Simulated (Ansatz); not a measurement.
In doubt: masses and optical values from hybrid runs of this build are listed as unsure (in some of the runs), which bears on the screening that GW takes from such a start.

BaSrYNbO6 (F-43m), computed twice by G0W0.

The structure is cubic, space group F-43m (No. 216). The conventional cell has a = 8.505 Å, b = 8.505 Å, c = 8.505 Å, α = 90.00°, β = 90.00°, γ = 90.00°. Nearest to Ba lie 12 O at 3.01 Å. Nearest to Sr lie 12 O at 3.01 Å. Nearest to Y lie 6 O at 2.24 Å. Nearest to Nb lie 6 O at 2.02 Å. Nearest to O lie 1 Nb at 2.02 Å and 1 Y at 2.24 Å and 2 Ba at 3.01 Å and 2 Sr at 3.01 Å. Farther neighbours and most contacts between anions are not listed.

```
Ba Sr Y Nb O
1.0
     0.00000    4.25246    4.25246
     4.25246    0.00000    4.25246
     4.25246    4.25246    0.00000
Ba Sr Y Nb O
1 1 1 1 6
Direct
  0.25000 0.25000 0.25000
  0.75000 0.75000 0.75000
  0.50000 0.50000 0.50000
  0.00000 0.00000 0.00000
  0.76290 0.23710 0.23710
  0.23710 0.76290 0.76290
  0.76290 0.76290 0.23710
  0.23710 0.23710 0.76290
  0.23710 0.76290 0.23710
  0.76290 0.23710 0.76290
```

The cell and positions are those that the Materials Project relaxed with its own functionals (PBE, PBE+U or r2SCAN), kept fixed. Spin-orbit coupling is left out unless a run names it.

The first (Ansatz 0.2.0; start PBE, 4×4×4 mesh, 843 empty bands, screening to 180 eV, PAW set soft_1 files; 1 × NVIDIA H100 80GB HBM3 (shared by 6 runs) with 2 threads of AMD EPYC 7R13 (Zen 3), shared host) gave, on its mesh: starting gap 2.96 eV, G0W0 gap 4.44 eV, RPA ε∞ (mean) 4.47, 84 s.

The second gave: starting gap 5.11 eV, G0W0 gap 5.20 eV, RPA ε∞ (mean) 3.39, 2.2 min.

What was changed in the input? Choose among start, files, mesh, bands and cutoff, frequency model or another key.

Changed: start from PBE to PBE0. A jump of this size in the start, with ε∞ moving the other way, marks another functional. Other changes could give like numbers; this is the one that was made.

Limits: not at the basis limit; no spin-orbit coupling.

[Paths, hosts, dates, memory and timing lines, banners, echoed tables and standing remarks are left out of the program output.]

[Logs are printed without paths, hosts, clocks, repeated set-up lines and the standing remarks that a program may print on its own settings, such as how far it seeks lower states.]

[Runs of the session that timed out or met a known fault of the program may be left out.]

[Cells called generated may have been cut or substituted from an entry of the Crystallography Open Database or the Materials Project.]

[Hosts, paths, dates, database ids (printed as entryN), source tags and the programs' standing remarks are cut or masked in the printed files.]
